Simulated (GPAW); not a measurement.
# 2H-VSSe monolayer: simulated STM images

Aim: Tersoff-Hamann images of 2H-VSSe monolayer at several biases.

Method: GPAW, PAW setups; layer in a repeated cell with vacuum, relaxation of atoms and in-plane cell, in the first sound run; inputs show where later runs differ, in GPAW 26.7.0.

This is a report of a sequence of runs, with most program output left out.

## (1) The starting structure

The cell holds 3 atoms: 1 Se, 1 V and 1 S. Its edges and angles: a = 3.250 Å, b = 3.250 Å, c = 21.366 Å, α = 90.0°, β = 90.0°, γ = 120.0°. Vacuum lies along c.

## (2) Relaxing the atoms

The atoms are relaxed first, since the surface dipole, and with it the work function, follows the positions of the outer layers.

File run.py:

```python
import json
import numpy as np
from ase import Atoms
from ase.filters import FrechetCellFilter
from ase.optimize import BFGS
from gpaw import GPAW, PW

slab = Atoms(
    ['Se', 'V', 'S'],
    positions=[
        [-0.00000, 1.87639, 9.00000],
        [0.00000, 0.00000, 10.79543],
        [-0.00000, 1.87639, 12.36609]],
    cell=[[3.25, 0.0, 0.0], [-1.625, 2.81458, 0.0], [0.0, 0.0, 21.3661]],
    pbc=[True, True, True],
    magmoms=[0.0, 1.0, 0.0])

slab.calc = GPAW(mode=PW(600), xc='PBE', kpts={'size': (12, 12, 1), 'gamma': True},
                 occupations={'name': 'fermi-dirac', 'width': 0.05}, nbands='160%',
                 convergence={'density': 1e-05}, maxiter=200,
                 symmetry={'tolerance': 1e-3}, txt='slab.txt')
result = {}
# The in-plane cell is free; stress needs a cell that repeats along all three vectors
path = []
opt = BFGS(FrechetCellFilter(slab, mask=[1, 1, 0, 0, 0, 1]), maxstep=0.2)
opt.attach(lambda: path.append((slab.get_potential_energy(), slab.positions.tolist(), slab.get_forces().tolist())))
result['relaxed'] = bool(opt.run(fmax=0.02, steps=45))
result['path'] = path
result['cell'] = slab.cell.tolist()
print('in-plane lattice', slab.cell.cellpar().round(4)[[0, 1, 5]])
energy = slab.get_potential_energy()
fermi = slab.calc.get_fermi_level()
v = slab.calc.get_electrostatic_potential().mean((0, 1)) - fermi
n = slab.calc.get_pseudo_density().mean((0, 1))
L = slab.cell[2, 2]
z = np.arange(len(v)) * L / len(v)
low, high = slab.positions[:, 2].min(), slab.positions[:, 2].max()
below, above = np.interp([low - 6.8, high + 6.8], z, v)
slopes = [np.interp(x, z, np.gradient(v, z)) for x in (low - 6.8, high + 6.8)]
eps = np.array([[slab.calc.get_eigenvalues(k, s) for k in range(len(slab.calc.get_ibz_k_points()))]
                for s in range(slab.calc.get_number_of_spins())]) - fermi
top, bottom = eps[eps < 0].max(), eps[eps > 0].min()
dipole = slab.get_dipole_moment()[2]
print(f'energy {energy:.4f} eV, Fermi level {fermi:.4f} eV, dipole {dipole:.5f} e A')
print(f'potential 6.8 A off the faces, from the Fermi level: lower {below:.4f} eV, upper {above:.4f} eV')
print(f'slope of the potential there: lower {slopes[0]:.5f}, upper {slopes[1]:.5f} eV/A')
print(f'nearest levels on the mesh: {top:.4f} and {bottom:.4f} eV')
print('magnetic moment', round(slab.get_magnetic_moment(), 3))
result.update(energy=energy, fermi=fermi, dipole=dipole, below=below, above=above, slopes=slopes, edges=[top, bottom],
              z=z.tolist(), v=v.tolist(), n=n.tolist(), positions=slab.positions.tolist(),
              forces=slab.get_forces(apply_constraint=False).tolist(), moments=slab.get_magnetic_moments().tolist())
json.dump(result, open('result.json', 'w'))
```

Started as:

```
OMP_NUM_THREADS=1 OPENBLAS_NUM_THREADS=1 python run.py
```

Elapsed: 9 min, on 1 thread of AMD EPYC 7B13 (Zen 3), shared host; peak memory 0.62 GiB.

Numbers from this step:

```
dipole along the normal                    : -0.02919 e·Å
levels nearest the Fermi level on the mesh : -0.02210, 0.01984 eV from the Fermi level
site moments                               : -0.05268, 0.8736, -0.01630 μB
sum of the site moments                    : 0.8046 μB
```

Electrostatic potential energy of an electron (without an applied field's), less the Fermi level, planar mean against z:

z (Å), electrostatic potential energy of an electron (without an applied field's), less the Fermi level, planar mean (eV) and a bar from the least value:
```
        0        5.6 ##############################
        1        5.6 ##############################
        2        5.5 ##############################
        3        5.5 ##############################
        4        5.5 ##############################
        5        5.5 ##############################
        6        5.4 ##############################
        7        5.3 #############################
        8        3.5 ###########################
        9      -18.7 
       10       -3.8 ##################
       11      -12.2 ########
       12      -13.7 ######
       13        1.6 #########################
       14        5.6 ##############################
       15        5.8 ##############################
       16        5.7 ##############################
       17        5.7 ##############################
       18        5.7 ##############################
       19        5.7 ##############################
       20        5.6 ##############################
       21        5.6 ##############################
```

The pseudo valence density, planar mean by z:

| z (Å) | pseudo valence density, planar mean (e/Å³) |
| --- | --- |
| 5.5 | 5.5e-5 |
| 6.0 | 2.4e-4 |
| 6.5 | 0.00103 |
| 7.0 | 0.00459 |
| 7.5 | 0.0210 |
| 8.0 | 0.0924 |
| 8.5 | 0.305 |
| 9.0 | 0.267 |
| 9.5 | 0.432 |
| 10.0 | 0.381 |
| 10.5 | 1.02 |
| 11.0 | 1.31 |
| 11.5 | 0.474 |
| 12.0 | 0.457 |
| 12.5 | 0.394 |
| 13.0 | 0.205 |
| 13.5 | 0.0490 |
| 14.0 | 0.0101 |
| 14.5 | 0.00208 |
| 15.0 | 4.4e-4 |
| 15.5 | 9.7e-5 |

Site moment by atom:

| atom | site moment (μB) |
| --- | --- |
| Se1 | -0.053 |
| V2 | 0.874 |
| S3 | -0.016 |

The relaxation lowered the energy of the cell by 0.235 eV (energies extrapolated to zero smearing; the optimiser's log prints free energies). The largest force left on a free atom is 0.0055 eV/Å.

## (3) The slab's potential

With the geometry fixed, the planar mean of the potential gives the vacuum level on each side.

This step: GPAW, PAW setups; slab in vacuum (GPAW 26.7.0).

The cell differs from the one that the last finished run ended in (c 21.366 → 21.088 Å).

File run.py:

```python
import json
import numpy as np
from ase import Atoms
from ase.dft.stm import STM
from gpaw import GPAW, PW

slab = Atoms(
    ['Se', 'V', 'S'],
    positions=[
        [-0.00000, 1.88488, 9.00000],
        [0.00000, 0.00000, 10.66197],
        [-0.00000, 1.88488, 12.08839]],
    cell=[[3.2647, 0.0, 0.0], [-1.63235, 2.82731, 0.0], [0.0, 0.0, 21.0884]],
    pbc=[True, True, False],
    magmoms=[0.0, 1.0, 0.0])

slab.calc = GPAW(mode=PW(400), xc='PBE', kpts={'size': (12, 12, 1), 'gamma': True},
                 occupations={'name': 'fermi-dirac', 'width': 0.05}, nbands='160%',
                 convergence={'density': 1e-05}, maxiter=200,
                 poissonsolver={'dipolelayer': 'xy'},
                 symmetry={'tolerance': 1e-3}, txt='slab.txt')
result = {}
energy = slab.get_potential_energy()
fermi = slab.calc.get_fermi_level()
v = slab.calc.get_electrostatic_potential().mean((0, 1)) - fermi
n = slab.calc.get_pseudo_density().mean((0, 1))
L = slab.cell[2, 2]
z = np.arange(len(v)) * L / len(v)
low, high = slab.positions[:, 2].min(), slab.positions[:, 2].max()
below, above = np.interp([low - 6.8, high + 6.8], z, v)
slopes = [np.interp(x, z, np.gradient(v, z)) for x in (low - 6.8, high + 6.8)]
eps = np.array([[slab.calc.get_eigenvalues(k, s) for k in range(len(slab.calc.get_ibz_k_points()))]
                for s in range(slab.calc.get_number_of_spins())]) - fermi
top, bottom = eps[eps < 0].max(), eps[eps > 0].min()
dipole = slab.get_dipole_moment()[2]
print(f'energy {energy:.4f} eV, Fermi level {fermi:.4f} eV, dipole {dipole:.5f} e A')
print(f'potential 6.8 A off the faces, from the Fermi level: lower {below:.4f} eV, upper {above:.4f} eV')
print(f'slope of the potential there: lower {slopes[0]:.5f}, upper {slopes[1]:.5f} eV/A')
print(f'nearest levels on the mesh: {top:.4f} and {bottom:.4f} eV')
print('magnetic moment', round(slab.get_magnetic_moment(), 3))
result.update(energy=energy, fermi=fermi, dipole=dipole, below=below, above=above, slopes=slopes, edges=[top, bottom],
              z=z.tolist(), v=v.tolist(), n=n.tolist(), positions=slab.positions.tolist(),
              forces=slab.get_forces(apply_constraint=False).tolist(), moments=slab.get_magnetic_moments().tolist())

# Images need the states of the whole zone, up to time reversal
slab.calc = slab.calc.fixed_density(symmetry={'point_group': False}, txt='states.txt', nbands='250%',
                                    convergence={'bands': 'CBM+1.3'})
stm = STM(slab)
result['stm'] = []
for bias in [-1.0, 1.0]:
    height = high + 3.0
    current = stm.get_averaged_current(bias, height)
    x, y, h = stm.scan(bias, current)
    i, f = divmod(height / L * stm.ldos.shape[2], 1)
    I = abs((1 - f) * stm.ldos[:, :, int(i)] + f * stm.ldos[:, :, int(i) + 1])
    print(f'bias {bias} V: mean current at 3.0 A {current:.4e}, corrugation {np.ptp(h):.4f} A')
    result['stm'].append(dict(bias=bias, current=current, h=(h - high).tolist(), I=I.tolist()))
json.dump(result, open('result.json', 'w'))
```

Elapsed: 2.4 min, on 1 thread; peak memory 0.62 GiB.

Numbers from this step:

- dipole along the normal: -0.02195 e·Å
- levels nearest the Fermi level on the mesh: -0.01967, 0.02237 eV from the Fermi level
- upper work function: 5.808 eV
- lower work function: 5.376 eV
- site moments: -0.05245, 0.8711, -0.01609 μB
- corrugation -1: 0.3698 Å
- corrugation 1: 0.3389 Å
- sum of the site moments: 0.8026 μB

Table of electrostatic potential energy of an electron (without an applied field's), less the Fermi level, planar mean by z:

| z (Å) | electrostatic potential energy of an electron (without an applied field's), less the Fermi level, planar mean (eV) |
| --- | --- |
| 0.0 | 5.59 |
| 0.5 | 5.38 |
| 1.0 | 5.38 |
| 1.5 | 5.38 |
| 2.0 | 5.38 |
| 2.5 | 5.38 |
| 3.0 | 5.38 |
| 3.5 | 5.38 |
| 4.0 | 5.38 |
| 4.5 | 5.38 |
| 5.0 | 5.38 |
| 5.5 | 5.37 |
| 6.0 | 5.37 |
| 6.5 | 5.34 |
| 7.0 | 5.23 |
| 7.5 | 4.74 |
| 8.0 | 2.53 |
| 8.5 | -6.25 |
| 9.0 | -20.6 |
| 9.5 | -7.95 |
| 10.0 | -4.55 |
| 10.5 | -12.7 |
| 11.0 | -9.94 |
| 11.5 | -5.95 |
| 12.0 | -16.8 |
| 12.5 | -6.25 |
| 13.0 | 3.03 |
| 13.5 | 5.24 |
| 14.0 | 5.69 |
| 14.5 | 5.78 |
| 15.0 | 5.80 |
| 15.5 | 5.81 |
| 16.0 | 5.81 |
| 16.5 | 5.81 |
| 17.0 | 5.81 |
| 17.5 | 5.81 |
| 18.0 | 5.81 |
| 18.5 | 5.81 |
| 19.0 | 5.81 |
| 19.5 | 5.81 |
| 20.0 | 5.81 |
| 20.5 | 5.81 |

Pseudo valence density, planar mean against z:

```csv
z (Å),"pseudo valence density, planar mean (e/Å³)"
0.00,0
0.65,0
1.08,0
1.72,0
2.15,0
2.80,0
3.44,1.8e-6
3.87,2.3e-6
4.52,3.1e-6
5.16,3.3e-5
5.59,1.1e-4
6.24,7.2e-4
6.67,0.00258
7.32,0.0181
7.96,0.120
8.39,0.321
9.04,0.221
9.68,0.403
10.11,0.486
10.76,1.55
11.19,0.572
11.84,0.468
12.48,0.383
12.91,0.182
13.56,0.0264
14.20,0.00334
14.63,8.7e-4
15.28,1.2e-4
15.71,3.2e-5
16.35,5.3e-6
17.00,0
17.43,0
18.08,0
18.72,0
19.15,0
19.80,0
20.23,0
20.87,0
```

Tip height over the top atom over a1 and a2. Sample bias -1 V, constant current at the mean current 3.0 Å over the top atom.

Ten even steps from '_' (2.80 Å) to '@' (3.17 Å):
```
__..::==++**########**++==::..__
..::==++##%%%%%%%%%%##++==::..__
::==++##%%%%@@@@%%%%##++==::....
==++##%%@@@@@@@@@@%%##++==::::::
==**%%%%@@@@@@@@%%%%**==--------
++##%%@@@@@@@@@@%%##++==------==
**##%%@@@@@@@@%%##**++==----==++
**##%%%%@@%%%%##**++==------==++
**##%%%%%%%%##**++==--------==++
++**######**++++==----------==++
==++++++++======------------====
==========----------------------
::::::::::--------------------::
........::----==========----::..
______..::--==++++++++==--::..__
____..::====++******++====::..__
```
Columns: a1 from 0 to 0.938; rows upwards: a2 from 0 to 0.938.

Local density of states summed over the bias window over a1 and a2. Sample bias -1 V, constant height 3.0 Å over the top atom.

Values in units of 1e-5 arbitrary, 16 rows by 16 columns:
```
3.2 3.4 3.7 4.2 4.8 5.3 5.7 5.9 5.9 5.7 5.3 4.8 4.2 3.7 3.4 3.2
3.4 3.7 4.2 4.9 5.5 6.0 6.4 6.5 6.4 6.0 5.5 4.9 4.2 3.7 3.4 3.3
3.8 4.2 4.9 5.6 6.2 6.8 7.0 7.0 6.8 6.2 5.6 4.9 4.2 3.8 3.5 3.5
4.2 4.8 5.5 6.2 6.9 7.3 7.5 7.3 6.9 6.2 5.5 4.8 4.2 3.8 3.7 3.8
4.6 5.3 6.0 6.8 7.3 7.7 7.7 7.3 6.8 6.0 5.3 4.6 4.1 3.9 3.9 4.1
5.0 5.7 6.4 7.0 7.5 7.7 7.5 7.0 6.4 5.7 5.0 4.5 4.1 3.9 4.1 4.5
5.2 5.9 6.5 7.0 7.3 7.3 7.0 6.5 5.9 5.2 4.7 4.3 4.0 4.0 4.3 4.7
5.3 5.9 6.4 6.8 6.9 6.8 6.4 5.9 5.3 4.8 4.4 4.1 4.0 4.1 4.4 4.8
5.2 5.7 6.0 6.2 6.2 6.0 5.7 5.2 4.8 4.5 4.2 4.0 4.0 4.2 4.5 4.8
5.0 5.3 5.5 5.6 5.5 5.3 5.0 4.7 4.4 4.2 3.9 3.8 3.9 4.2 4.4 4.7
4.6 4.8 4.9 4.9 4.8 4.6 4.5 4.3 4.1 4.0 3.8 3.8 4.0 4.1 4.3 4.5
4.2 4.2 4.2 4.2 4.2 4.1 4.1 4.0 4.0 4.0 3.9 4.0 4.0 4.0 4.1 4.1
3.8 3.7 3.7 3.8 3.8 3.9 3.9 4.0 4.1 4.2 4.2 4.1 4.0 3.9 3.9 3.8
3.4 3.4 3.4 3.5 3.7 3.9 4.1 4.3 4.4 4.5 4.4 4.3 4.1 3.9 3.7 3.5
3.2 3.2 3.3 3.5 3.8 4.1 4.5 4.7 4.8 4.8 4.7 4.5 4.1 3.8 3.5 3.3
3.1 3.2 3.4 3.8 4.2 4.6 5.0 5.2 5.3 5.2 5.0 4.6 4.2 3.8 3.4 3.2
```
Columns: a1 from 0 to 0.938; rows upwards: a2 from 0 to 0.938.

Tip height over the top atom over a1 and a2. Sample bias 1 V, constant current at the mean current 3.0 Å over the top atom.

Ten even steps from '0' (2.82 Å) to '9' (3.16 Å):
```
0123567777653210
1235678887653211
2356889988653211
3568999998653222
4678999987643333
5789999987543334
6789999876543345
6788988765433345
6778877654433445
5666665544333445
4555544433333344
3333333333333333
2222233334433332
1111233444443321
0011234555543211
0012345666543210
```
Columns: a1 from 0 to 0.938; rows upwards: a2 from 0 to 0.938.

Local density of states summed over the bias window over a1 and a2. Sample bias 1 V, constant height 3.0 Å over the top atom.

Ten even steps from '_' (2.91 × 1e-5 arbitrary) to '@' (6.13 × 1e-5 arbitrary):
```
____..::--==++****++==--::..____
__..::--++**######**++--::..____
..::--++**%%%%%%%%**++--::..____
::--++**%%@@@@@@%%**++--::......
--==**%%@@@@@@@@%%**==--::....::
==++##%%@@@@@@%%##++==--::::::--
==**##%%@@@@%%##**==--::::::::--
==**##%%%%%%##**==----::::::----
==++********++==----::::::::----
====++++++====----::::::::::----
--------------::::::::::::::::--
::::::::::::::::::::::::::::::::
............::::::::::::::::....
________....::::------::::....__
________..::------------::..____
______..::--==========--::..____
```
Columns: a1 from 0 to 0.938; rows upwards: a2 from 0 to 0.938.

The potential is flat to 6.4e-6 eV/Å where it is read, so the vacuum is wide enough.

## (4) A changed run

One more run, with changed settings.

run.py, as its differences from that of step 3:

```diff
@@ -3,3 +3,2 @@
 from ase import Atoms
-from ase.dft.stm import STM
 from gpaw import GPAW, PW
@@ -16,5 +15,5 @@
 
-slab.calc = GPAW(mode=PW(400), xc='PBE', kpts={'size': (12, 12, 1), 'gamma': True},
+slab.calc = GPAW(mode=PW(400), xc='pbe96', kpts={'size': (12, 12, 1), 'gamma': True},
                  occupations={'name': 'fermi-dirac', 'width': 0.05}, nbands='160%',
-                 convergence={'density': 1e-05}, maxiter=200,
+                 convergence={'density': 1e-05}, maxiter=75,
                  poissonsolver={'dipolelayer': 'xy'},
@@ -43,16 +42,2 @@
               forces=slab.get_forces(apply_constraint=False).tolist(), moments=slab.get_magnetic_moments().tolist())
-
-# Images need the states of the whole zone, up to time reversal
-slab.calc = slab.calc.fixed_density(symmetry={'point_group': False}, txt='states.txt', nbands='250%',
-                                    convergence={'bands': 'CBM+1.3'})
-stm = STM(slab)
-result['stm'] = []
-for bias in [-1.0, 1.0]:
-    height = high + 3.0
-    current = stm.get_averaged_current(bias, height)
-    x, y, h = stm.scan(bias, current)
-    i, f = divmod(height / L * stm.ldos.shape[2], 1)
-    I = abs((1 - f) * stm.ldos[:, :, int(i)] + f * stm.ldos[:, :, int(i) + 1])
-    print(f'bias {bias} V: mean current at 3.0 A {current:.4e}, corrugation {np.ptp(h):.4f} A')
-    result['stm'].append(dict(bias=bias, current=current, h=(h - high).tolist(), I=I.tolist()))
 json.dump(result, open('result.json', 'w'))
```

Elapsed: 0.75 s, on 1 thread; peak memory 0.1 GiB.

The program refused the input before any cycle.

The program's message: “NameError: Unknown functional: pbe96.”

The change that led to it: xc = "pbe96".

## (5) Summary of results

```yaml
work_function_upper_and_lower_face: 5.808 and 5.376 eV
dipole_along_the_normal: -0.0220 e Å
corrugation_at_minus_1_v: 0.370 Å
corrugation_at_1_v: 0.339 Å
```

In words: The tip height varies by 0.34 to 0.37 Å over the cell, much the same at every bias tried. Negative sample bias images filled states, positive bias empty ones. The two faces differ by 0.43 eV, the step that the slab's dipole makes (e p/(ε0 A) gives 0.43 eV), so the dipole layer is needed. The images are of Tersoff-Hamann type: an s-wave tip, no tip-sample forces, heights closer than in a microscope. The relaxation of atoms and cell ran in a fully periodic cell without the dipole layer, so the atoms of this polar layer felt a small spurious field. One magnetic start was tried; another order may lie lower. The layer's cell and atoms come from the relaxation; spin-orbit coupling and temperature are left out.

[Logs are printed without paths, hosts, clocks, repeated set-up lines and the standing remarks that a program may print on its own settings, such as how far it seeks lower states.]

[Hosts, paths, dates, database ids (printed as entryN), source tags and the programs' standing remarks are cut or masked in the printed files.]
